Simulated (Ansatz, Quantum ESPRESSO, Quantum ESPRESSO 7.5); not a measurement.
**Au(111) with two reversed steps (an extrinsic fault): ballistic transmission**

Aim: the zero-bias transmission with pwcond for this junction: Au(111) with two reversed steps (an extrinsic fault).

Program: Quantum ESPRESSO 7.5. Level of theory: plane-wave DFT, PBE, JTH PAW pseudopotentials (cross-check by Ansatz 0.2.0 with PAW datasets). Results are calculated unless marked as measured.

## (1) The structure

The cell holds 16 atoms: 16 Au. Its edges and angles: a = 2.949 Å, b = 2.949 Å, c = 38.521 Å, α = 90.0°, β = 90.0°, γ = 60.0°. It derives from Au. Regions: left lead, 6 atoms (6 Au); channel, 4 atoms (4 Au); right lead, 6 atoms (6 Au). The structure is stacked along c, and the current runs across the ab planes.

## (2) Ground state

One periodic cell holds a stretch of lead, the junction and more lead; the atoms stay as built.

The input, scf.in:

```
&control
  prefix = 'scf'
  outdir = './out'
  pseudo_dir = './pseudo'
  calculation = 'scf'
  tprnfor = .true.
/
&system
  ibrav = 0
  nat = 16
  ntyp = 1
  ecutwfc = 45
  ecutrho = 360
  occupations = 'smearing'
  smearing = 'mv'
  degauss = 0.01
/
&electrons
  conv_thr = 1e-07
  mixing_beta = 0.25
  electron_maxstep = 120
  mixing_mode = 'local-TF'
/
ATOMIC_SPECIES
  Au  196.9666  Au.GGA_PBE-JTH.UPF
CELL_PARAMETERS angstrom
  2.94863527754790 0.00000000000000 0.00000000000000
  1.47431763877395 2.55359305685146 0.00000000000000
  0.00000000000000 0.00000000000000 38.52080996033183
ATOMIC_POSITIONS crystal
  Au  0.000000000000 0.000000000000 0.000000000000
  Au  0.333333333000 0.333333333000 0.062500000000
  Au  0.666666667000 0.666666667000 0.125000000000
  Au  0.000000000000 0.000000000000 0.187500000000
  Au  0.333333333000 0.333333333000 0.250000000000
  Au  0.666666667000 0.666666667000 0.312500000000
  Au  0.333333333000 0.333333333000 0.375000000000
  Au  0.000000000000 0.000000000000 0.437500000000
  Au  0.333333333000 0.333333333000 0.500000000000
  Au  0.666666667000 0.666666667000 0.562500000000
  Au  0.000000000000 0.000000000000 0.625000000000
  Au  0.333333333000 0.333333333000 0.687500000000
  Au  0.666666667000 0.666666667000 0.750000000000
  Au  0.000000000000 0.000000000000 0.812500000000
  Au  0.333333333000 0.333333333000 0.875000000000
  Au  0.666666667000 0.666666667000 0.937500000000
K_POINTS automatic
  9 9 1 0 0 0
```

Started as:

```sh
$ OMP_NUM_THREADS=1 mpirun -n 4 pw.x -nk 4 -in scf.in > scf.out
```

What it wrote:

```text
Program PWSCF v.7.5 starts
[citation notice left out]

     Parallel version (MPI & OpenMP), running on       4 processor cores
     Number of MPI processes:                 4
     Threads/MPI process:                     1

     MPI processes distributed on     1 nodes
[...]
Current dimensions of program PWSCF are:
     Max number of different atomic species (ntypx) = 10
     Max number of k-points (npk) =  40000
     Max angular momentum in pseudopotentials (lmaxx) =  4
     file Au.GGA_PBE-JTH.UPF: wavefunction(s)  6S 0S 6P 0P 5D 0D renormalized
     Message from routine setup:
     using ibrav=0 with symmetry is DISCOURAGED, use correct ibrav instead

     K-points division:     npool     =       4
     Subspace diagonalization in iterative solution of the eigenvalue problem:
     a serial algorithm will be used

     G-vector sticks info
     --------------------
     sticks:   dense  smooth     PW     G-vecs:    dense   smooth      PW
     Sum         769     379    121               225787    79709   13973

     Using Slab Decomposition

     bravais-lattice index     =            0
     lattice parameter (alat)  =       5.5721  a.u.
     unit-cell volume          =    1957.3332 (a.u.)^3
     number of atoms/cell      =           16
     number of atomic types    =            1
     number of electrons       =       176.00
     number of Kohn-Sham states=          106
     kinetic-energy cutoff     =      45.0000  Ry
     charge density cutoff     =     360.0000  Ry
     scf convergence threshold =      1.0E-07
     mixing beta               =       0.2500
     number of iterations used =            8  local-TF  mixing
     Exchange-correlation= SLA PW PBX PBC
                           (   1   4   3   4   0   0   0)

     celldm(1)=   5.572113  celldm(2)=   0.000000  celldm(3)=   0.000000
     celldm(4)=   0.000000  celldm(5)=   0.000000  celldm(6)=   0.000000

     crystal axes: (cart. coord. in units of alat)
               a(1) = (   1.000000   0.000000   0.000000 )
               a(2) = (   0.500000   0.866025   0.000000 )
               a(3) = (   0.000000   0.000000  13.063945 )

     reciprocal axes: (cart. coord. in units 2 pi/alat)
               b(1) = (  1.000000 -0.577350  0.000000 )
               b(2) = (  0.000000  1.154701  0.000000 )
               b(3) = (  0.000000  0.000000  0.076547 )

     PseudoPot. # 1 for Au read from file:
     ./pseudo/Au.GGA_PBE-JTH.UPF
     Pseudo is Projector augmented-wave + core cor, Zval = 11.0
     Generated using ATOMPAW code
     Shape of augmentation charge: SINC**2
     Using radial grid of 1127 points,  6 beta functions with:
                l(1) =   0
                l(2) =   0
                l(3) =   1
                l(4) =   1
                l(5) =   2
                l(6) =   2
     Q(r) pseudized with 0 coefficients

     atomic species   valence    mass     pseudopotential
     Au               11.00   196.96660     Au( 1.00)

     12 Sym. Ops., with inversion, found ( 6 have fractional translation)

   Cartesian axes

     site n.     atom                  positions (alat units)
         1        Au     tau(   1) = (   0.0000000   0.0000000   0.0000000  )
         2        Au     tau(   2) = (   0.5000000   0.2886751   0.8164966  )
         3        Au     tau(   3) = (   1.0000000   0.5773503   1.6329932  )
         4        Au     tau(   4) = (   0.0000000   0.0000000   2.4494897  )
         5        Au     tau(   5) = (   0.5000000   0.2886751   3.2659863  )
         6        Au     tau(   6) = (   1.0000000   0.5773503   4.0824829  )
         7        Au     tau(   7) = (   0.5000000   0.2886751   4.8989795  )
         8        Au     tau(   8) = (   0.0000000   0.0000000   5.7154761  )
         9        Au     tau(   9) = (   0.5000000   0.2886751   6.5319726  )
        10        Au     tau(  10) = (   1.0000000   0.5773503   7.3484692  )
        11        Au     tau(  11) = (   0.0000000   0.0000000   8.1649658  )
        12        Au     tau(  12) = (   0.5000000   0.2886751   8.9814624  )
        13        Au     tau(  13) = (   1.0000000   0.5773503   9.7979590  )
        14        Au     tau(  14) = (   0.0000000   0.0000000  10.6144556  )
        15        Au     tau(  15) = (   0.5000000   0.2886751  11.4309521  )
        16        Au     tau(  16) = (   1.0000000   0.5773503  12.2474487  )

     number of k points=    12  Marzari-Vanderbilt smearing, width (Ry)=  0.0100
                       cart. coord. in units 2pi/alat
        k(    1) = (   0.0000000   0.0000000   0.0000000), wk =   0.0246914
        k(    2) = (   0.0000000   0.1283001   0.0000000), wk =   0.1481481
        k(    3) = (   0.0000000   0.2566001   0.0000000), wk =   0.1481481
        k(    4) = (   0.0000000   0.3849002   0.0000000), wk =   0.1481481
        k(    5) = (   0.0000000   0.5132002   0.0000000), wk =   0.1481481
        k(    6) = (   0.1111111   0.1924501   0.0000000), wk =   0.1481481
        k(    7) = (   0.1111111   0.3207501   0.0000000), wk =   0.2962963
        k(    8) = (   0.1111111   0.4490502   0.0000000), wk =   0.2962963
        k(    9) = (   0.1111111  -0.5773503   0.0000000), wk =   0.1481481
        k(   10) = (   0.2222222   0.3849002   0.0000000), wk =   0.1481481
        k(   11) = (   0.2222222  -0.6415003   0.0000000), wk =   0.2962963
        k(   12) = (   0.3333333  -0.5773503   0.0000000), wk =   0.0493827

     Dense  grid:   225787 G-vectors     FFT dimensions: (  36,  36, 480)

     Smooth grid:    79709 G-vectors     FFT dimensions: (  24,  24, 320)

     Estimated max dynamical RAM per process >     447.02 MB

     Estimated total dynamical RAM >       1.58 GB

     Initial potential from superposition of free atoms

     starting charge     175.9983, renormalised to     176.0000
     Starting wfcs are  288 randomized atomic wfcs
     Checking if some PAW data can be deallocated...

     total cpu time spent up to now is        8.2 secs

     per-process dynamical memory:   217.8 Mb

     Self-consistent Calculation

     iteration #  1     ecut=    45.00 Ry     beta= 0.25
     Davidson diagonalization with overlap
     ethr =  1.00E-02,  avg # of iterations =  2.3

     Threshold (ethr) on eigenvalues was too large:
     Diagonalizing with lowered threshold

     Davidson diagonalization with overlap
     ethr =  3.64E-04,  avg # of iterations =  5.3

     total cpu time spent up to now is       27.7 secs

     total energy              =  -12402.37520170 Ry
     estimated scf accuracy    <       0.81057141 Ry

     iteration #  2     ecut=    45.00 Ry     beta= 0.25
[...]
12.1345  12.2018  12.2018  12.4449  12.4449  12.4510  12.4510  12.6428
    12.6428  12.6728  12.6728  12.7427  12.7427  13.1651  13.1672  14.0226
    17.4380  18.5370  18.5399  20.6470  20.6473  23.0390  23.0456  25.5148
    25.5324  27.9418

          k = 0.0000 0.1283 0.0000 (  9861 PWs)   bands (ev):

     5.8280   5.9511   5.9555   6.3141   6.3200   6.8741   6.8771   7.5099
     7.5167   7.9870   8.0055   8.1733   8.1927   8.2060   8.2121   8.2178
     9.8531   9.8868   9.9461   9.9554   9.9939  10.0609  10.0980  10.1215
    10.1434  10.1504  10.1795  10.1880  10.2106  10.2217  10.2724  10.3141
    10.3259  10.4505  10.4524  10.4640  10.4773  10.4919  10.5043  10.5141
    10.5368  10.5393  10.5504  10.5611  10.5823  10.5832  10.5980  10.6199
    10.6269  10.6388  10.6488  10.6656  10.6926  10.7266  10.7338  10.7460
    10.7822  10.7943  10.8175  10.8921  11.0286  11.2858  11.3213  11.3521
    11.3667  11.4637  11.4644  11.4891  11.5319  11.5967  11.6076  11.6165
    11.6526  11.7334  11.7390  11.7887  11.8142  11.9016  11.9328  11.9589
    12.0076  12.1279  12.2743  12.3595  12.3895  12.4929  12.5536  12.6212
    12.7272  12.7590  12.8447  13.2915  13.5000  14.4338  14.4829  15.3590
    17.4260  18.6671  18.7142  20.8229  20.8661  23.2279  23.2488  25.7030
    25.7294  28.0230

          k = 0.0000 0.2566 0.0000 (  9944 PWs)   bands (ev):

     6.7959   6.8748   6.9256   7.1631   7.2409   7.6389   7.6940   8.1909
     8.2337   8.5467   8.6718   8.7301   8.7488   8.8137   8.8742   8.9515
     9.3072   9.3846   9.4612   9.6125   9.6423   9.6893   9.7829   9.7983
     9.8409   9.8611   9.9034   9.9197   9.9382  10.0169  10.0645  10.1163
    10.2765  10.3519  10.3597  10.4764  10.5077  10.5183  10.5752  10.5943
    10.5972  10.5996  10.6349  10.6501  10.6711  10.6906  10.7219  10.7695
    10.7926  10.8070  10.8457  10.9091  10.9805  10.9917  11.0617  11.0639
    11.0828  11.1062  11.1555  11.1943  11.2413  11.2566  11.2580  11.3429
    11.3595  11.3677  11.4149  11.4181  11.4715  11.5151  11.6266  11.6285
    11.6636  11.7813  11.8050  11.9123  11.9301  12.0071  12.1009  12.1469
    12.3053  12.3097  12.3943  12.4632  12.5562  12.7087  12.7567  12.8188
    13.0126  13.2078  13.7555  14.3902  14.6478  15.7969  15.8612  17.2866
    17.6091  19.1552  19.5395  21.2907  21.6218  23.5898  23.6289  24.7046
    24.9441  25.0721

          k = 0.0000 0.3849 0.0000 (  9962 PWs)   bands (ev):

     7.7594   7.8295   7.8612   8.0275   8.0704   8.2262   8.3276   8.3737
     8.4059   8.4746   8.5742   8.6819   8.7122   8.8005   8.8235   8.8900
     8.9267   8.9563   9.0661   9.1024   9.2292   9.2597   9.4153   9.5645
     9.8010   9.8806   9.8992  10.0476  10.2335  10.2539  10.3562  10.4015
    10.4371  10.4457  10.4698  10.4839  10.4901  10.4952  10.5925  10.6335
    10.6681  10.7008  10.7393  10.8232  10.8615  10.9013  10.9911  11.0726
    11.1065  11.1313  11.2655  11.3420  11.4536  11.4995  11.5754  11.6757
    11.7146  11.7283  11.9013  11.9107  12.0356  12.0497  12.0976  12.1076
    12.1402  12.1430  12.1642  12.1654  12.1877  12.2030  12.2083  12.2263
    12.2270  12.2430  12.2751  12.2927  12.3188  12.3639  12.4069  12.4193
    12.4564  12.4991  12.6663  12.7110  12.7664  12.8446  12.8452  12.8651
    13.7596  14.0154  14.7816  15.4877  15.8327  16.9258  17.1048  18.0071
    19.2805  19.8757  20.5772  20.6599  20.8216  20.9452  21.1577  21.4486
    21.8231  21.8562

          k = 0.0000 0.5132 0.0000 ( 10002 PWs)   bands (ev):

     7.9394   7.9923   8.0810   8.1696   8.2200   8.2427   8.3002   8.3747
     8.4056   8.4460   8.4873   8.5181   8.5295   8.5734   8.6136   8.6699
     8.6869   8.6963   8.7834   8.8045   8.9718   9.0378   9.1868   9.5006
     9.6091   9.8518   9.9704  10.0310  10.1009  10.1935  10.2505  10.2978
    10.3182  10.3788  10.4094  10.5181  10.5846  10.6372  10.6403  10.7505
    10.9211  10.9319  10.9932  11.1061  11.1646  11.3591  11.3658  11.4320
    11.4771  11.8220  11.8500  11.8991  11.9756  12.1265  12.2701  12.3084
    12.3176  12.4618  12.5685  12.6337  12.6612  12.6700  12.6703  12.6748
    12.6771  12.6975  12.6981  12.7301  12.7440  12.7579  12.7672  12.7969
    12.8090  12.8210  12.8443  12.8683  12.8729  12.8858  12.9528  12.9824
    13.4359  13.5924  13.8636  14.0469  14.1277  14.2775  14.3448  14.5330
    14.9405  15.3045  16.1274  16.4218  17.0174  17.1421  17.2063  17.2924
    17.5110  17.7211  17.9400  18.3174  18.5492  18.8912  19.1071  19.6861
    19.6924  19.9049

          k = 0.1111 0.1925 0.0000 (  9900 PWs)   bands (ev):

     6.5014   6.6144   6.6159   6.9454   6.9471   7.4601   7.4608   8.0691
     8.0697   8.5492   8.5525   8.6911   8.7016   8.7030   8.7050   8.7125
     9.5793   9.6042   9.6720   9.6945   9.6966   9.7536   9.8161   9.8180
     9.8393   9.8996   9.9166   9.9223   9.9339   9.9970  10.0369  10.0644
    10.1275  10.1738  10.2746  10.2922  10.3318  10.4771  10.5333  10.5499
    10.6259  10.6493  10.6553  10.6607  10.6690  10.6855  10.6946  10.7258
    10.7315  10.7743  10.8446  10.8450  10.9010  10.9195  10.9984  11.0031
    11.0752  11.0820  11.0981  11.1035  11.1848  11.1954  11.2469  11.2771
    11.2781  11.3777  11.3790  11.3903  11.3940  11.4334  11.4443  11.4822
    11.6980  11.7724  11.8350  11.8763  11.9210  11.9470  12.0682  12.1204
    12.1711  12.1920  12.4124  12.4127  12.5422  12.5759  12.6326  12.7237
    12.7877  13.3514  13.3626  14.2582  14.2597  15.5050  15.5057  16.8407
    17.4648  19.1066  19.1087  21.2604  21.2605  23.5761  23.5787  25.8537
    25.8785  26.9410

[...]
the Fermi energy is    14.6501 ev

!    total energy              =  -12402.27153365 Ry
     total all-electron energy =    -12402.271534 Ry
     estimated scf accuracy    <       0.00000008 Ry
     smearing contrib. (-TS)   =       0.00018997 Ry
     internal energy E=F+TS    =  -12402.27172362 Ry

     The total energy is F=E-TS. E is the sum of the following terms:
     one-electron contribution =     183.49665866 Ry
     hartree contribution      =     125.54752785 Ry
     xc contribution           =    -178.26919847 Ry
     ewald contribution        =   -1126.40497831 Ry
     one-center paw contrib.   =  -11406.64173335 Ry

     convergence has been achieved in  22 iterations

     Forces acting on atoms (cartesian axes, Ry/au):

     atom    1 type  1   force =     0.00000000    0.00000000   -0.00005440
     atom    2 type  1   force =     0.00000000    0.00000000    0.00003463
     atom    3 type  1   force =     0.00000000   -0.00000000   -0.00003250
     atom    4 type  1   force =     0.00000000    0.00000000    0.00027773
     atom    5 type  1   force =     0.00000000   -0.00000000   -0.00127229
     atom    6 type  1   force =     0.00000000    0.00000000   -0.00065588
     atom    7 type  1   force =     0.00000000    0.00000000    0.00000000
     atom    8 type  1   force =     0.00000000    0.00000000    0.00065588
     atom    9 type  1   force =     0.00000000    0.00000000    0.00127229
     atom   10 type  1   force =     0.00000000    0.00000000   -0.00027773
     atom   11 type  1   force =    -0.00000000   -0.00000000    0.00003250
     atom   12 type  1   force =     0.00000000   -0.00000000   -0.00003463
     atom   13 type  1   force =     0.00000000    0.00000000    0.00005440
     atom   14 type  1   force =     0.00000000    0.00000000   -0.00000791
     atom   15 type  1   force =     0.00000000    0.00000000    0.00000000
     atom   16 type  1   force =    -0.00000000    0.00000000    0.00000791

     Total force =     0.002065     Total SCF correction =     0.000645
     SCF correction compared to forces is large: reduce conv_thr to get better values

[...]
=------------------------------------------------------------------------------=
   JOB DONE.
=------------------------------------------------------------------------------=
```

Wall time 5 min (4 MPI ranks of Arm Neoverse V2, shared host); peak memory 1.6 GiB; 20 min of CPU time.

This step gave:

```
free energy  : -168741.5005 eV
Fermi energy : 14.65 eV
```

The program's own clock; routines nest. Time by routine:

```csv
routine,wall time (s),calls
PWSCF,302.2,1
electrons,291.9,1
c_bands,249.8,23
cegterg,220.6,69
h_psi,115.7,404
fftw,68.23,61300
vloc_psi,65.88,404
calbec,32.04,485
add_vuspsi,24.49,404
s_psi,24.48,404
h_psi:calbec,24.4,404
sum_band,20.83,23
PAW_pot,10.89,23
init_run,8.06,1
```

The run needed 22 iterations to bring the estimated error under 1e-07 Ry; the largest force on any atom, held or free, is 0.03 eV/Å.

(Continued in part 2 of 4.)

[Logs are printed without paths, hosts, clocks, repeated set-up lines and the standing remarks that a program may print on its own settings, such as how far it seeks lower states.]

[Hosts, paths, dates, database ids (printed as entryN), source tags and the programs' standing remarks are cut or masked in the printed files.]

[Maps of the electrostatic potential energy from Ansatz leave out the sawtooth potential of an applied field or a dipole correction, so their vacuum need not be flat; planar profiles and work functions include it.]
